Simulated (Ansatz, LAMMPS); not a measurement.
## Finding the fault: liquid Al at 1400 K (138 atoms)

Program: Ansatz 0.2.0. The cell: 138 Al.

The input, input.yaml:

```yaml
crystal:
  lattice:
    - [13.95733, 0.0, 0.0]
    - [0.0, 13.95733, 0.0]
    - [0.0, 0.0, 13.95733]
  atoms:
    - { symbol: Al, position: [0.82618, 0.4796, 0.18283] }
    - { symbol: Al, position: [0.56881, 0.56476, 0.36884] }
    - { symbol: Al, position: [0.97686, 0.01835, 0.41734] }
    - { symbol: Al, position: [0.60604, 0.4718, 0.74888] }
    - { symbol: Al, position: [0.75496, 0.56353, 0.66786] }
    - { symbol: Al, position: [0.8506, 0.75086, 0.28908] }
    - { symbol: Al, position: [0.82514, 0.39789, 0.01665] }
    - { symbol: Al, position: [0.85655, 0.98119, 0.65592] }
    - { symbol: Al, position: [0.31236, 0.68349, 0.54863] }
    - { symbol: Al, position: [0.63545, 0.20428, 0.51335] }
    - { symbol: Al, position: [0.09251, 0.61195, 0.9576] }
    - { symbol: Al, position: [0.6269, 0.8481, 0.54183] }
    - { symbol: Al, position: [0.28899, 0.2607, 0.01142] }
    - { symbol: Al, position: [0.716, 0.41593, 0.36486] }
    - { symbol: Al, position: [0.98177, 0.81926, 0.52823] }
    - { symbol: Al, position: [0.5424, 0.22659, 0.84339] }
    - { symbol: Al, position: [0.97844, 0.76607, 0.93242] }
    - { symbol: Al, position: [0.93349, 0.66612, 0.78016] }
    [... 114 atom lines left out ...]
    - { symbol: Al, position: [0.7694, 0.35709, 0.62822] }
    - { symbol: Al, position: [0.6293, 0.46675, 0.54028] }
    - { symbol: Al, position: [0.11981, 0.00017, 0.2202] }
    - { symbol: Al, position: [0.97122, 0.83774, 0.17059] }
    - { symbol: Al, position: [0.14368, 0.15184, 0.47248] }
    - { symbol: Al, position: [0.374, 0.77882, 0.35313] }
kpoints:
  mp_grid: { grid: [1, 1, 1] }
hamiltonian:
  xc: pbe
scf:
  occupations: { method: methfessel_paxton, width: 0.15 }
  eigensolver: { kind: { support_functions: { accuracy: medium, radius: 3.43 } } }
  max_iter: 150
output:
  forces: true
  eigenvalues: true
```

Started as:

```sh
> ansatz run input.yaml --threads 4 --pin off --max-ram 8192MiB --backend cpu --events-out ev --progress --plain --runs-dir out
```

Log:

```text
Warning: scf.eigensolver.kind.support_functions: disabling space-group detection — the functions' gradient is summed over unrotated k-points, so no spatial operation reduces the k-mesh or symmetrises the density; time reversal is kept, so that k and −k are solved as one point where they differ and the mesh holds both, and exact exchange and, on two spinor components, a DFT+U term hold to it where the run has them: [...]
settings of this run that can trade accuracy for cost: scf.eigensolver.kind.support_functions [...]
Engine: ansatz 0.2.0, x86_64-unknown-linux-gnu
Pseudopotentials: kind: paw
Pseudopotential: Al, paw, valence charge 3, recommended cutoff 420 eV (normal), Al.paw.azcp
[... 5 lines on functional and potentials left out ...]
Error: SCF: the radius of support functions is under 3.84 Å, the least for these sites at the functions' level (scf.eigensolver.kind.support_functions.accuracy). Use scf.eigensolver.kind: auto, or type scf.eigensolver.kind.support_functions.radius at least as long, [...]
```

It took 1.5 s on 4 threads of AMD EPYC 7R43, shared host; peak memory 0.28 GiB; 2.9 s of CPU time.

What is at fault here, and what would mend it?

A radius under the least that the level allows: support_functions.radius = 3.43.

The fix is to use a longer radius.

The run ended with an error.

[Logs are printed without paths, hosts, clocks, repeated set-up lines and the standing remarks that a program may print on its own settings, such as how far it seeks lower states.]

[Hosts, paths, dates, database ids (printed as entryN), source tags and the programs' standing remarks are cut or masked in the printed files.]
